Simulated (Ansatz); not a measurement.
# TaBe2BiO6: complex band structure

A new crystal, TaBe2BiO6: structure, gap and complex bands. It is built by putting Be for Ba in the Ba2TaBiO6 structure of space group C2/m, with the volume rescaled by atomic radii. The parent structure comes from the Materials Project.

Calculated with Ansatz 0.2.0; r2SCAN DFT, plane waves, PAW files, in the first sound run; inputs show where later runs differ.

The structure was built from a prototype and need not be the compound's stable phase.

### 1. The structure

Symmetry: C2/m, No. 12, monoclinic system. Conventional cell: a = 9.026 Å, b = 5.213 Å, c = 5.264 Å, α = 90.00°, β = 125.28°, γ = 90.00°. Be has 1 O at 2.34 Å nearest. Ta has 6 O at 1.72 Å nearest. Nearest to Bi lie 6 O at 2.02 Å. Nearest to O lie 1 Ta at 1.72 Å and 1 Bi at 2.02 Å. Nearest to O lie 1 Ta at 1.72 Å and 1 Bi at 2.02 Å. It derives from Ba2TaBiO6. Be for Ba in the Ba2TaBiO6 structure of space group C2/m. Farther neighbours and most contacts between anions are not listed.

### 2. Relaxing the new crystal

The substituted atoms don't fit the parent's cell, so cell and atoms relax together. A small smearing keeps the run stable in case the gap closes on the way.

input.yaml

```yaml
crystal:
  lattice:
    - [4.5130867833, -2.6064391583, 0.0]
    - [4.5130867833, 2.6064391583, 0.0]
    - [-3.0403795998, 0.0, 4.297572011]
  atoms:
    - { symbol: Be, position: [0.249071, 0.249071, 0.244936] }
    - { symbol: Be, position: [0.750929, 0.750929, 0.755064] }
    - { symbol: Ta, position: [0.5, 0.5, 0.0] }
    - { symbol: Bi, position: [0.0, 0.0, 0.5] }
    - { symbol: O, position: [0.699424, 0.23478, 0.19473] }
    - { symbol: O, position: [0.300576, 0.76522, 0.80527] }
    - { symbol: O, position: [0.23478, 0.699424, 0.19473] }
    - { symbol: O, position: [0.270864, 0.270864, 0.710609] }
    - { symbol: O, position: [0.76522, 0.300576, 0.80527] }
    - { symbol: O, position: [0.729136, 0.729136, 0.289391] }
kpoints:
  mp_grid: { grid: [6, 6, 6] }
scf:
  occupations: { method: gaussian, width: 0.03 }
hamiltonian:
  xc: r2scan
output:
  forces: true
  stress: true
relax:
  f_tol: 0.02
  max_steps: 60
  cell: {}
```

On the command line:

```console
> ansatz run input.yaml --threads 2 --pin off --max-ram 4096MiB --backend cpu --events-out ev --progress --plain --runs-dir out
```

Numbers of over 12 decimals in the logs are rounded to 6 here.

The log of the run:

```text
Engine: ansatz 0.2.0, aarch64-unknown-linux-gnu
Pseudopotentials: kind: paw
Pseudopotential: Be, paw, valence charge 2, recommended cutoff 500 eV (meta_gga), Be.paw.azcp
Pseudopotential: Ta, paw, valence charge 13, recommended cutoff 500 eV (meta_gga), Ta.paw.azcp
Pseudopotential: Bi, paw, valence charge 15, recommended cutoff 500 eV (meta_gga), Bi.paw.azcp
Pseudopotential: O, paw, valence charge 6, recommended cutoff 500 eV (meta_gga), O.paw.azcp
Functional definition: r2SCAN
  parameter k0 = 0.174
  parameter k1 = 0.065
  parameter a1 = 4.9479
  exchange = r2scan_x(k0 = k0, k1 = k1, a1 = a1)
  correlation = r2scan_c
Crystal: 10 atoms, lattice volume = 101.105 Å³
Basis set: ecut = 500 eV, 2641 PW (Γ), exchange–correlation on 160×160×160 points (64 copies of the dense FFT grid, shifted against one another)
Bands: 44, of which v1, the nominal top of the filled ones, is band 34 counted from 1 (33 counted from 0)
Symmetry: 4 space group operations
Space group: C2/m (ITA 12), of the structure as read, at distance tolerance 4.7e-5 Å
k-points: 68 of 216
Non-local potential: Be, projectors of the file, l = 0: 2, l = 1: 2, l = 2: 1
Non-local potential: Ta, projectors of the file, l = 0: 3, l = 1: 2, l = 2: 2, l = 3: 1
Non-local potential: Bi, projectors of the file, l = 0: 2, l = 1: 2, l = 2: 2, l = 3: 2
Non-local potential: O, projectors of the file, l = 0: 2, l = 1: 2, l = 2: 1
PAW form: soft (Blöchl's): semilocal exchange-correlation on the pseudo side does not see the compensation charge
PAW frozen core: Be, regenerated for the run's functional (the file was generated under x = pbe(κ = 0.804, μ = 0.219515), c = pbe(β = 0.066725))
PAW frozen core: Ta, regenerated for the run's functional (the file was generated under x = pbe(κ = 0.804, μ = 0.219515), c = pbe(β = 0.066725))
PAW frozen core: Bi, regenerated for the run's functional (the file was generated under x = pbe(κ = 0.804, μ = 0.219515), c = pbe(β = 0.066725))
PAW frozen core: O, regenerated for the run's functional (the file was generated under x = pbe(κ = 0.804, μ = 0.219515), c = pbe(β = 0.066725))
PAW one-centre angular grid: Be, 302 points (default); XC on 255 of its mesh's 2635 points in the sphere
PAW one-centre angular grid: Ta, 590 points (default); XC on 160 Gauss nodes
PAW one-centre angular grid: Bi, 590 points (default); XC on 160 Gauss nodes
PAW one-centre angular grid: O, 302 points (default); XC on 160 Gauss nodes
Initial density: superposition of atomic densities (neutral atoms: chi_scale 0, normalization atom), corrected by the library's trained network
Initial wavefunctions: pseudopotential atomic-orbital guess
Functional: x = r2scan, c = r2scan; τ floored in thin density (d = 2e-4 eV/Å³)
SCF iter   1: F=—  HF=-25938.316749 eV  |F-HF|=—  |Δ(HF+E_count)|=         —  Δρ=9.06e-3  dr2=8.49e-2  dr2_τ=8.85e-1  ethr=1.77e-3  ⟨swp⟩=6.5  Hψ=13389  notcnv=0  defer=1
preconditioner: auto → Kerker (q_TF=auto, 2.554 Å⁻¹)  [metal: Δε(μ)=0.022 eV  Ē_g=16.059 eV  σ=0.030 eV  W_gap=0.36  n_scr=26 (ndim 8)  ℏωp=28.6 eV  f_vac=0.001  D(μ)=1.73/eV (n_scr^D=14)]
SCF iter   2: F=—  HF=-25938.614393 eV  |F-HF|=—  |Δ(HF+E_count)|=   2.98e-1  Δρ=6.39e-3  dr2=4.38e-2  dr2_τ=1.84e-3  ethr=1.25e-4  ⟨swp⟩=2.4  Hψ=6291  notcnv=0  defer=198
SCF iter   3: F=—  HF=-25938.612279 eV  |F-HF|=—  |Δ(HF+E_count)|=   2.11e-3  Δρ=3.07e-3  dr2=9.14e-3  dr2_τ=9.95e-4  ethr=6.44e-5  ⟨swp⟩=2.8  Hψ=5060  notcnv=0  defer=198
SCF iter   4: F=—  HF=-25938.610589 eV  |F-HF|=—  |Δ(HF+E_count)|=   1.69e-3  Δρ=1.05e-3  dr2=1.67e-3  dr2_τ=6.20e-5  ethr=1.34e-5  ⟨swp⟩=2.0  Hψ=4340  notcnv=0  defer=198
SCF iter   5: F=—  HF=-25938.610328 eV  |F-HF|=—  |Δ(HF+E_count)|=   2.62e-4  Δρ=3.48e-4  dr2=2.34e-4  dr2_τ=1.35e-5  ethr=2.45e-6  ⟨swp⟩=2.0  Hψ=4035  notcnv=0  defer=198
SCF iter   6: F=—  HF=-25938.610290 eV  |F-HF|=—  |Δ(HF+E_count)|=   3.80e-5  Δρ=2.86e-4  dr2=7.23e-5  dr2_τ=1.02e-5  ethr=3.44e-7  ⟨swp⟩=2.0  Hψ=4384  notcnv=0  defer=198
SCF iter   7: F=—  HF=-25938.610267 eV  |F-HF|=—  |Δ(HF+E_count)|=   2.24e-5  Δρ=5.89e-5  dr2=2.61e-6  dr2_τ=2.62e-7  ethr=1.06e-7  ⟨swp⟩=2.0  Hψ=4557  notcnv=0  defer=198
SCF iter   8: F=—  HF=-25938.610268 eV  |F-HF|=—  |Δ(HF+E_count)|=   1.14e-6  Δρ=1.10e-5  dr2=1.60e-7  dr2_τ=6.48e-9  ethr=3.84e-9  ⟨swp⟩=2.0  Hψ=4091  notcnv=0  defer=198
SCF iter   9: F=-25938.610268 eV  HF=-25938.610268 eV  |F-HF|=3.30e-9  |Δ(HF+E_count)|=   8.77e-8  Δρ=3.36e-6  dr2=1.19e-8  dr2_τ=4.57e-10  ethr=1.47e-10  ⟨swp⟩=5.0  Hψ=10528  notcnv=0
SCF 1 converged in 9 iterations: F = -25938.610268 eV  dr2 = 1.19e-8
  greatest PAW one-centre occupation: 0.999 electrons in one spin orbital (limit 2), on the Ta atom at site 2 (counted from 0), in its partial waves of l = 1
relax step   1: F+E_penalty+E_count = -25938.61026846 eV  Δ(F+E_penalty+E_count) = +0.000e0 eV  max|allowed force component| = 9.159e0 eV/Å  Δτ_max = 0.0000 Å  P = +89.607 GPa  Ω = 101.105 Å³  (9 SCF iters, dr2 threshold 1.00e-7 eV, accepted)
Crystal: 10 atoms, lattice volume = 116.021 Å³
Basis set: ecut = 500 eV, 2913 PW (Γ), exchange–correlation on 160×160×160 points (64 copies of the dense FFT grid, shifted against one another)
Initial density: handed on by an earlier stage of this run
Initial wavefunctions: those handed on with the density
SCF iter   1: F=—  HF=-25945.579233 eV  |F-HF|=—  |Δ(HF+E_count)|=         —  Δρ=3.17e-2  dr2=2.25e0  dr2_τ=5.29e0  ethr=3.10e-3  ⟨swp⟩=6.5  Hψ=12171  notcnv=0
preconditioner: auto → Kerker (q_TF=auto, 2.496 Å⁻¹)  [metal: Δε(μ)=0.018 eV  Ē_g=14.927 eV  σ=0.030 eV  W_gap=0.33  n_scr=26 (ndim 8)  ℏωp=26.7 eV  f_vac=0.000  D(μ)=4.93/eV (n_scr^D=50)]
SCF iter   2: F=—  HF=-25947.026060 eV  |F-HF|=—  |Δ(HF+E_count)|=    1.45e0  Δρ=1.66e-2  dr2=5.67e-1  dr2_τ=1.39e-2  ethr=3.10e-3  ⟨swp⟩=3.2  Hψ=5345  notcnv=0  defer=282
SCF iter   3: F=—  HF=-25946.907008 eV  |F-HF|=—  |Δ(HF+E_count)|=   1.19e-1  Δρ=4.12e-3  dr2=3.62e-2  dr2_τ=1.75e-3  ethr=8.33e-4  ⟨swp⟩=3.3  Hψ=4608  notcnv=0  defer=282
SCF iter   4: F=—  HF=-25946.905361 eV  |F-HF|=—  |Δ(HF+E_count)|=   1.65e-3  Δρ=1.88e-3  dr2=5.33e-3  dr2_τ=3.68e-4  ethr=5.32e-5  ⟨swp⟩=2.9  Hψ=4494  notcnv=0  defer=286
SCF iter   5: F=—  HF=-25946.905918 eV  |F-HF|=—  |Δ(HF+E_count)|=   5.57e-4  Δρ=1.05e-3  dr2=1.42e-3  dr2_τ=1.72e-4  ethr=7.84e-6  ⟨swp⟩=2.0  Hψ=4512  notcnv=0  defer=284
SCF iter   6: F=—  HF=-25946.905840 eV  |F-HF|=—  |Δ(HF+E_count)|=   7.78e-5  Δρ=4.64e-4  dr2=1.80e-4  dr2_τ=2.88e-5  ethr=2.09e-6  ⟨swp⟩=2.0  Hψ=4261  notcnv=0  defer=284
[...]
relax step  15: F+E_penalty+E_count = -25961.09991224 eV  Δ(F+E_penalty+E_count) = -9.029e-3 eV  max|allowed force component| = 1.734e-1 eV/Å  Δτ_max = 0.0910 Å  P = +0.598 GPa  Ω = 119.014 Å³  energy of the carried Pulay correction = -1.194e-2 eV  (8 SCF iters, dr2 threshold 7.12e-7 eV, accepted)
relax step  16: F+E_penalty+E_count = -25961.10371776 eV  Δ(F+E_penalty+E_count) = -3.806e-3 eV  max|allowed force component| = 1.220e-1 eV/Å  Δτ_max = 0.0202 Å  P = +0.454 GPa  Ω = 118.890 Å³  energy of the carried Pulay correction = -1.186e-2 eV  (6 SCF iters, dr2 threshold 1.00e-6 eV, accepted)
relax step  17: F+E_penalty+E_count = -25961.10555246 eV  Δ(F+E_penalty+E_count) = -1.835e-3 eV  max|allowed force component| = 1.376e-2 eV/Å  Δτ_max = 0.0117 Å  P = +0.038 GPa  Ω = 118.871 Å³  energy of the carried Pulay correction = -1.185e-2 eV  (6 SCF iters, dr2 threshold 1.00e-6 eV, accepted)
relax step  18: F+E_penalty+E_count = -25961.10558408 eV  Δ(F+E_penalty+E_count) = -3.162e-5 eV  max|allowed force component| = 7.963e-3 eV/Å  Δτ_max = 0.0028 Å  P = +0.015 GPa  Ω = 118.853 Å³  energy of the carried Pulay correction = -1.184e-2 eV  (6 SCF iters, dr2 threshold 2.54e-8 eV, accepted)
relax step  19: F+E_penalty+E_count = -25961.10560459 eV  Δ(F+E_penalty+E_count) = -2.051e-5 eV  max|allowed force component| = 1.626e-3 eV/Å  Δτ_max = 0.0012 Å  P = +0.001 GPa  Ω = 118.885 Å³  energy of the carried Pulay correction = -1.186e-2 eV  (6 SCF iters, dr2 threshold 1.63e-8 eV, accepted)
relax step  20: F+E_penalty+E_count = -25961.15902551 eV  Δ(F+E_penalty+E_count) = -5.342e-2 eV  max|allowed force component| = 3.644e-3 eV/Å  Δτ_max = 0.0000 Å  P = +0.653 GPa  Ω = 118.885 Å³  stress off target by 1.56e0 GPa  SCF on the basis re-selected at this cell (its energy is not comparable with the rows above)  (8 SCF iters)
relax step  21: F+E_penalty+E_count = -25961.16550408 eV  Δ(F+E_penalty+E_count) = -6.479e-3 eV  max|allowed force component| = 8.794e-2 eV/Å  Δτ_max = 0.0153 Å  P = -0.306 GPa  Ω = 119.827 Å³  energy of the carried Pulay correction = -4.387e-4 eV  (6 SCF iters, dr2 threshold 1.00e-6 eV, accepted)
relax step  22: F+E_penalty+E_count = -25961.16676497 eV  Δ(F+E_penalty+E_count) = -1.261e-3 eV  max|allowed force component| = 4.742e-2 eV/Å  Δτ_max = 0.0033 Å  P = +0.004 GPa  Ω = 119.754 Å³  energy of the carried Pulay correction = -3.943e-4 eV  (4 SCF iters, dr2 threshold 1.00e-6 eV, accepted)
relax step  23: F+E_penalty+E_count = -25961.16685390 eV  Δ(F+E_penalty+E_count) = -8.894e-5 eV  max|allowed force component| = 1.044e-2 eV/Å  Δτ_max = 0.0022 Å  P = +0.029 GPa  Ω = 119.835 Å³  energy of the carried Pulay correction = -4.263e-4 eV  (5 SCF iters, dr2 threshold 1.41e-7 eV, accepted)
relax step  24: F+E_penalty+E_count = -25961.16685800 eV  Δ(F+E_penalty+E_count) = -4.097e-6 eV  max|allowed force component| = 4.758e-3 eV/Å  Δτ_max = 0.0030 Å  P = -0.014 GPa  Ω = 119.904 Å³  energy of the carried Pulay correction = -4.571e-4 eV  (7 SCF iters, dr2 threshold 9.87e-9 eV, accepted)
iter 1 solved again at ethr=7.66e-8 eV; its pass at ethr=3.10e-3 eV (dr2=5.21e-5 eV) is discarded
SCF iter   1: F=—  HF=-25961.166940 eV  |F-HF|=—  |Δ(HF+E_count)|=         —  Δρ=2.34e-4  dr2=1.34e-6  dr2_τ=1.22e-6  ethr=7.66e-8  ⟨swp⟩=4.0  Hψ=22220  notcnv=0
preconditioner: auto → Resta (q_TF=auto, 2.482 Å⁻¹)  ε∞=3.7  [insulator: Δε(μ)=1.781 eV  Ē_g=15.953 eV  σ=0.030 eV  W_gap=1.00  n_scr=28 (ndim 8)  ℏωp=26.3 eV  f_vac=0.046  D(μ)=0.00/eV (n_scr^D=0)  ε∞_Penn≈3.7]
SCF iter   2: F=—  HF=-25961.167217 eV  |F-HF|=—  |Δ(HF+E_count)|=   2.76e-4  Δρ=1.18e-4  dr2=3.42e-7  dr2_τ=8.60e-6  ethr=1.97e-9  ⟨swp⟩=2.0  Hψ=4694  notcnv=0
SCF iter   3: F=—  HF=-25961.167274 eV  |F-HF|=—  |Δ(HF+E_count)|=   5.71e-5  Δρ=3.84e-6  dr2=1.31e-8  dr2_τ=4.42e-9  ethr=5.04e-10  ⟨swp⟩=2.0  Hψ=4912  notcnv=0
SCF iter   4: F=—  HF=-25961.167274 eV  |F-HF|=—  |Δ(HF+E_count)|=   1.02e-8  Δρ=8.62e-7  dr2=3.28e-10  dr2_τ=1.48e-10  ethr=1.93e-11  ⟨swp⟩=2.0  Hψ=4395  notcnv=0
SCF iter   5: F=-25961.167274 eV  HF=-25961.167274 eV  |F-HF|=2.91e-11  |Δ(HF+E_count)|=   1.13e-9  Δρ=2.89e-7  dr2=6.43e-11  dr2_τ=1.07e-11  ethr=1.00e-12  ⟨swp⟩=5.0  Hψ=11497  notcnv=0
SCF 25 converged in 5 iterations: F = -25961.167274 eV  dr2 = 6.43e-11
relax step  25: F+E_penalty+E_count = -25961.16727387 eV  Δ(F+E_penalty+E_count) = -4.159e-4 eV  max|allowed force component| = 4.759e-3 eV/Å  Δτ_max = 0.0000 Å  P = -0.020 GPa  Ω = 119.904 Å³  stress off target by 3.81e-2 GPa  SCF on the basis re-selected at this cell (its energy is not comparable with the rows above)  (5 SCF iters)
basis re-selected at this cell: Δ(F+E_penalty+E_count) = -4.159e-4 eV, ΔP = -0.006 GPa vs the last step (what re-selecting the basis moved, of the pressure what is left beyond the Pulay correction that the steps carried, after the strain that the cell walked since its last selection, with what the two solves' SCF thresholds leave and, on support functions, any second-order correction that the steps lacked; it is no m [...]
SCF converged after 5 iterations
Free energy (F): -25961.167274 eV
Harris-Foulkes:  -25961.167274 eV  (|F-HF|=2.91e-11)
Internal energy: -25961.167274 eV  (E = F + TS)
E sigma→0 (E₀):  -25961.167274 eV
Fermi energy:    8.329406 eV
--- Per-component energies (eV) ---
  E_band       = -423.272285
  E_kinetic    = 1766.378466
  E_local      = -4722.477197  (includes V_loc(G=0)·N_el)
  E_nonlocal   = 874.895949
  E_hartree    = 1646.822452
  E_xc         = -824.611080
  E_vxc        = -1058.390360  (∫ρ·V_xc dr)
  E_paw        = -20194.453370  (= ΣΔE_a)
  E_vpaw       = -642.224202  (= ΣTr[D̂ρ^β])
  E_aug_tail   = 0.005846  (compensation charges beyond the density's cutoff)
  E_vtau       = 64.894121  (kinetic-family band-sum trace: ∫τ·v_τ [+ j·A + Jᵃ·Aᵃ] dr)
  E_ewald      = -4507.631907
  E_core_change = -0.096433  (= ΣΔE_core)
  E_smearing   = -0.000000  (= −TS)
  E_closure    = -0.000000  (closes the sum)
  Σ components = -25961.167274   (vs F -25961.167274, Δ=0.00e0)
--- Forces (eV/Å), atoms counted from 1 ---
  atom   1  Be    -0.00063057     0.00000000    -0.00040817
  atom   2  Be     0.00063057     0.00000000     0.00040817
  atom   3  Ta     0.00000000     0.00000000     0.00000000
  atom   4  Bi     0.00000000     0.00000000     0.00000000
  atom   5  O     -0.00284251    -0.00364948     0.00350994
  atom   6  O      0.00284251     0.00364948    -0.00350994
  atom   7  O     -0.00284251     0.00364948     0.00350994
  atom   8  O      0.00383816     0.00000000     0.00475867
  atom   9  O      0.00284251    -0.00364948    -0.00350994
  atom  10  O     -0.00383816     0.00000000    -0.00475867
  max |Σ_I F_I| component: 1.73e-18 eV/Å
--- Stress (GPa, compression-positive) ---
       -0.028665       0.000000      -0.014974
        0.000000      -0.016710       0.000000
       -0.015053       0.000000      -0.014202
  P = ⅓ Tr σ = -0.0199 GPa (-0.199 kbar)
--- Relaxed structure (23 steps of the walk, 23 accepted, 2 SCFs on fresh bases) ---
  F+E_penalty+E_count = -25961.16727387 eV   max|allowed force component| = 4.759e-3 eV/Å   (the final SCF, on the basis selected at the relaxed cell)
  cell:  # Å, volume = 119.9045 Å³
    - [5.374441, -2.761879, -0.311077]
    - [5.374441, 2.761879, -0.311077]
    - [-3.916879, -8.911505707758001e-18, 4.265652]
  atoms:
    - { symbol: Be, position: [0.177038, 0.177038, 0.169555] }
    - { symbol: Be, position: [0.822962, 0.822962, 0.830445] }
    - { symbol: Ta, position: [0.5, 0.5, 0.0] }
    - { symbol: Bi, position: [-2.7755575615628914e-17, -2.7755575615628914e-17, 0.5] }
    - { symbol: O, position: [0.661050, 0.127793, 0.051480] }
    - { symbol: O, position: [0.338950, 0.872207, 0.948520] }
    - { symbol: O, position: [0.127793, 0.661050, 0.051480] }
    - { symbol: O, position: [0.281589, 0.281589, 0.529925] }
    - { symbol: O, position: [0.872207, 0.338950, 0.948520] }
    - { symbol: O, position: [0.718411, 0.718411, 0.470075] }
```

It took 5.7 min on 2 threads of Arm Neoverse V2, shared host; peak memory 1 GiB.

The steps of the relaxation (22 of 25):

| step | energy less that of the first step (eV) | largest force component (eV/Å) | pressure (GPa) | volume (Å³) |
| --- | --- | --- | --- | --- |
| 1 | 0.0000 | 9.1587 | 89.61 | 101.11 |
| 2 | -8.2956 | 2.5452 | 25.45 | 116.02 |
| 3 | -12.0716 | 2.9166 | 5.47 | 124.56 |
| 4 | -14.9843 | 2.2339 | -10.46 | 129.62 |
| 6 | -19.4249 | 1.7182 | -9.90 | 118.92 |
| 7 | -20.2849 | 3.1573 | 1.38 | 113.40 |
| 8 | -21.4711 | 1.8411 | 1.64 | 112.98 |
| 9 | -21.7292 | 2.4219 | 6.81 | 113.67 |
| 10 | -22.3683 | 0.4256 | 3.05 | 117.02 |
| 11 | -22.4541 | 0.2908 | 0.42 | 119.92 |
| 12 | -22.4715 | 0.2919 | -0.54 | 120.89 |
| 14 | -22.4806 | 0.1068 | 0.05 | 120.08 |
| 15 | -22.4896 | 0.1734 | 0.60 | 119.01 |
| 16 | -22.4934 | 0.1220 | 0.45 | 118.89 |
| 17 | -22.4953 | 0.0138 | 0.04 | 118.87 |
| 18 | -22.4953 | 0.0080 | 0.01 | 118.85 |
| 19 | -22.4953 | 0.0016 | 0.00 | 118.89 |
| 20* | -22.5488 | 0.0036 | 0.65 | 118.89 |
| 22 | -22.5565 | 0.0474 | 0.00 | 119.75 |
| 23 | -22.5566 | 0.0104 | 0.03 | 119.83 |
| 24 | -22.5566 | 0.0048 | -0.01 | 119.90 |
| 25* | -22.5570 | 0.0048 | -0.02 | 119.90 |

Relaxation steps marked * repeat the geometry before them on a plane-wave basis chosen anew for their cell, so energy and pressure can jump there. Other such steps can lie between the rows shown.

The run keeps the 4 symmetry operations that it works with, so distortions that break them were not tested.

| cell as run | before | after | change |
| --- | --- | --- | --- |
| a (Å) | 5.212 | 6.051 | +16.1 % |
| b (Å) | 5.212 | 6.051 | +16.1 % |
| c (Å) | 5.264 | 5.791 | +10.0 % |
| α (°) | 120.01 | 129.69 | +8.1 % |
| β (°) | 120.01 | 129.69 | +8.1 % |
| γ (°) | 60.02 | 54.32 | -9.5 % |
| volume (Å³/atom) | 10.11 | 11.99 | +18.6 % |

The atoms that moved most (Å, as changes of fractional coordinates times the final cell):

| atom | dx | dy | dz | length |
| --- | --- | --- | --- | --- |
| O10 | -0.823 | 0.000 | 0.777 | 1.132 |
| O8 | 0.823 | 0.000 | -0.777 | 1.132 |
| O5 | -0.220 | -0.190 | -0.566 | 0.636 |
| O7 | -0.220 | 0.190 | -0.566 | 0.636 |
| O6 | 0.220 | 0.190 | 0.566 | 0.636 |
| O9 | 0.220 | -0.190 | 0.566 | 0.636 |
| Be1 | -0.479 | 0.000 | -0.277 | 0.553 |
| Be2 | 0.479 | 0.000 | 0.277 | 0.553 |

Numbers from this step:

- free energy: -25961.1673 eV
- Fermi energy: 8.329 eV
- pressure: -0.01986 GPa

The largest force component on a free atom ends at 0.0048 eV/Å.

(Part 1 of 3 ends here.)

[Logs are printed without paths, hosts, clocks, repeated set-up lines and the standing remarks that a program may print on its own settings, such as how far it seeks lower states.]

[Hosts, paths, dates, database ids (printed as entryN), source tags and the programs' standing remarks are cut or masked in the printed files.]
